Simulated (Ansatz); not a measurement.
**Te2Mo (P6_3/mmc): how G0W0 depends on its starting point**

Aim: G0W0 for Te2Mo (P6_3/mmc) on several starting functionals, at one mesh, band count and screening cutoff.

Calculated with Ansatz 0.2.0; G0W0 on several functionals, plane waves, PAW.

Most raw output is cut from this account.

In doubt: masses and optical values from hybrid runs of this build are listed as unsure (steps 3, 4), which bears on the screening that GW takes from such a start.

## 1. The structure

It takes space group P6_3/mmc (No. 194, hexagonal). The conventional cell has a = 3.518 Å, b = 3.518 Å, c = 13.974 Å, α = 90.00°, β = 90.00°, γ = 120.00°. Nearest to Te lie 3 Mo at 2.72 Å. Nearest to Mo lie 6 Te at 2.72 Å. Farther neighbours and most contacts between anions are not listed.

The cell and positions come from the Crystallography Open Database and are kept as given unless a step says otherwise. Spin-orbit coupling is left out unless a step names it.

## 2. G0W0 on PBE

Now the one-shot GW correction: screening in the RPA, then the self-energy of the levels asked for. This step takes hard PAW files.

This step: G0W0 on PBE, plane waves, PAW.

File input.yaml:

```yaml
crystal:
  lattice:
    - [3.5182, 0.0, 0.0]
    - [-1.7591, 3.0468505756, 0.0]
    - [0.0, 0.0, 13.9736]
  atoms:
    - { symbol: Te, position: [0.3333333333, 0.6666666667, 0.621] }
    - { symbol: Te, position: [0.6666666667, 0.3333333333, 0.121] }
    - { symbol: Te, position: [0.3333333333, 0.6666666667, 0.879] }
    - { symbol: Te, position: [0.6666666667, 0.3333333333, 0.379] }
    - { symbol: Mo, position: [0.3333333333, 0.6666666667, 0.25] }
    - { symbol: Mo, position: [0.6666666667, 0.3333333333, 0.75] }
kpoints:
  mp_grid: { grid: [6, 6, 2] }
hamiltonian:
  xc: pbe
  pseudopotentials: { kind: paw, source: ansatz }
scf:
  occupations: { method: fixed }
gw:
  n_empty_bands: 890
  ecut_chi: 190.0
  qp_bands: [v2, c2]
  qp_kpoints: band_edges
  screening: { model: contour_deformation }
```

On the command line:

```console
$ ansatz run input.yaml --threads 4 --pin off --max-ram 138240MiB --backend cuda --events-out ev --progress --plain --runs-dir out --devices 1 --max-vram 26GiB
```

Wall time 1.8 min (1 × NVIDIA H100 80GB HBM3 (shared by 3 runs) with 4 threads of AMD EPYC 7R13 (Zen 3), shared host); peak memory 4.4 GiB; 2.8 min of CPU time.

This step gave:

- bands summed: 936
- RPA ε∞ on this mesh (eigenvalues): 10.65, 19.54, 19.54
- plane waves in the screening matrix: 847
- q-points in the mesh: 72
- G0W0 gap on the mesh: 1.017 eV
- k of the valence top: 0, 0, 0
- k of the conduction bottom: 0.1667, 0.1667, 0
- starting gap on the mesh: 0.8261 eV
- Z at the valence top: 0.7214
- Z at the conduction bottom: 0.7350
- least direct G0W0 gap on the computed points: 1.305 eV

The gap on the mesh goes from 0.83 eV to 1.02 eV, a correction of +0.19 eV. Between the two edge states, bare exchange in place of the xc potential would open the gap by 4.04 eV, and correlation takes back 3.85 eV.

## 3. G0W0 on HSE06

The same correction from a different start measures what one shot leaves open.

This step: G0W0 on HSE06, plane waves, PAW.

Changes to input.yaml since step 2:

```diff
@@ -15,3 +15,3 @@
 hamiltonian:
-  xc: pbe
+  xc: hse06
   pseudopotentials: { kind: paw, source: ansatz }
```

Run time: 4.8 min. Hardware: 1 × NVIDIA H100 80GB HBM3 (shared by 3 runs) with 4 threads; peak memory 5.5 GiB; 7.5 min of CPU time.

Numbers from this step:

```yaml
bands_summed: 936
rpa_eps_infinity_on_this_mesh_eigenvalues: 8.240, 14.98, 14.98
plane_waves_in_the_screening_matrix: 847
q_points_in_the_mesh: 72
g0w0_gap_on_the_mesh: 1.188 eV
k_of_the_valence_top: 0, 0, 0
k_of_the_conduction_bottom: 0.1667, 0.1667, 0
starting_gap_on_the_mesh: 1.238 eV
z_at_the_valence_top: 0.7500
z_at_the_conduction_bottom: 0.7621
least_direct_g0w0_gap_on_the_computed_points: 1.436 eV
```

Against the run with 6×6×2 mesh, 890 empty bands, screening to 190 eV, hard PAW files on PBE, the gap moves by +0.17 eV, while the start moved by +0.41 eV.

## 4. G0W0 on PBE0

This step: G0W0 on PBE0, plane waves, PAW.

Changes to input.yaml since step 3:

```diff
@@ -15,3 +15,3 @@
 hamiltonian:
-  xc: hse06
+  xc: pbe0
   pseudopotentials: { kind: paw, source: ansatz }
```

The job ended after 4.7 min (1 × NVIDIA H100 80GB HBM3 (shared by 3 runs) with 4 threads; peak memory 5.5 GiB).

Numbers from this step:

```yaml
bands_summed: 936
rpa_eps_infinity_on_this_mesh_eigenvalues: 7.178, 12.43, 12.43
plane_waves_in_the_screening_matrix: 847
g0w0_gap_on_the_mesh: 1.309 eV
k_of_the_valence_top: 0, 0, 0
k_of_the_conduction_bottom: 0.1667, 0.1667, 0
starting_gap_on_the_mesh: 1.883 eV
least_direct_g0w0_gap_on_the_computed_points: 1.557 eV
```

Against the run with 6×6×2 mesh, 890 empty bands, screening to 190 eV, hard PAW files on HSE06, the gap moves by +0.12 eV, while the start moved by +0.64 eV.

## 5. Side by side

All on the 6×6×2 mesh with 890 empty bands and screening to 190 eV. Times are wall times on 1 × NVIDIA H100 80GB HBM3 (shared by 3 runs) with 4 threads of AMD EPYC 7R13 (Zen 3), shared host, good to a factor of about two.

| start | starting gap (eV) | shift (eV) | G0W0 gap (eV) | RPA ε∞ (harmonic mean) | Z (valence, conduction) | time |
| --- | --- | --- | --- | --- | --- | --- |
| PBE | 0.83 | +0.19 | 1.02 | 15.29 | 0.72, 0.73 | 1.8 min |
| HSE06 | 1.24 | −0.05 | 1.19 | 11.77 | 0.75, 0.76 | 4.8 min |
| PBE0 | 1.88 | −0.57 | 1.31 | 9.99 | 0.77, 0.78 | 4.7 min |

How the two edges are built up, in eV (the quasiparticle level is the starting level plus Σx plus Σc less Vxc):

| run | edge | start | Σx | Σc | Vxc | Z | QP |
| --- | --- | --- | --- | --- | --- | --- | --- |
| PBE | valence top | 13.09 | -18.83 | 0.14 | -18.52 | 0.72 | 12.93 |
| PBE | conduction bottom | 13.92 | -13.10 | -3.71 | -16.83 | 0.73 | 13.95 |
| HSE06 | valence top | 12.78 | -18.73 | 0.16 | -18.53 | 0.75 | 12.74 |
| HSE06 | conduction bottom | 14.02 | -12.80 | -3.68 | -16.38 | 0.76 | 13.93 |
| PBE0 | valence top | 12.46 | -18.73 | 0.13 | -18.83 | 0.77 | 12.68 |
| PBE0 | conduction bottom | 14.34 | -12.74 | -3.62 | -16.02 | 0.78 | 13.99 |

For a hybrid start, Vxc holds its share of exact exchange.

## 6. Outcome

```yaml
g0w0_pbe: 1.02 eV (start 0.83 eV)
g0w0_hse06: 1.19 eV (start 1.24 eV)
g0w0_pbe0: 1.31 eV (start 1.88 eV)
known_limits: not at the basis limit; no spin-orbit coupling; coarse k mesh
```

**Reading.** The starting gaps span 1.06 eV and the G0W0 gaps 0.29 eV. Between PBE and PBE0, 0.29 eV of the 1.06 eV survives, 28 %. PBE0 screens less than PBE (ε∞ 9.99 against 15.29). Of the 0.29 eV by which its G0W0 gap is higher, the correlation part gives +0.10 eV, and exchange with the one-particle terms, which follow the orbitals, +0.20 eV. On PBE0 the correction is negative: that start lies above its own G0W0 value. The smallest correction, −0.05 eV, is on HSE06, the start nearest to reproducing itself. Bands and cutoff are finite, so the gap is not at the basis limit. The miss can reach some tenths of an eV and take either sign; the mesh is an error of its own. The 6×6×2 mesh is coarse for this cell (its supercell is 21 Å along the shortest edge). The RPA ε∞ on it, from the PBE start, is 10.65 and 19.54; such meshes misread the long-range screening, most where the gap is narrow. The program warns that the mesh is coarse for exact exchange, which bears on the hybrid start's gap. The many-body steps are scalar-relativistic: spin-orbit coupling is not in them.

[Paths, hosts, dates, memory and timing lines, banners, echoed tables and standing remarks are left out of the program output.]

[Logs are printed without paths, hosts, clocks, repeated set-up lines and the standing remarks that a program may print on its own settings, such as how far it seeks lower states.]

[Runs of the session that timed out or met a known fault of the program may be left out.]

[Cells called generated may have been cut or substituted from an entry of the Crystallography Open Database or the Materials Project.]

[Hosts, paths, dates, database ids (printed as entryN), source tags and the programs' standing remarks are cut or masked in the printed files.]
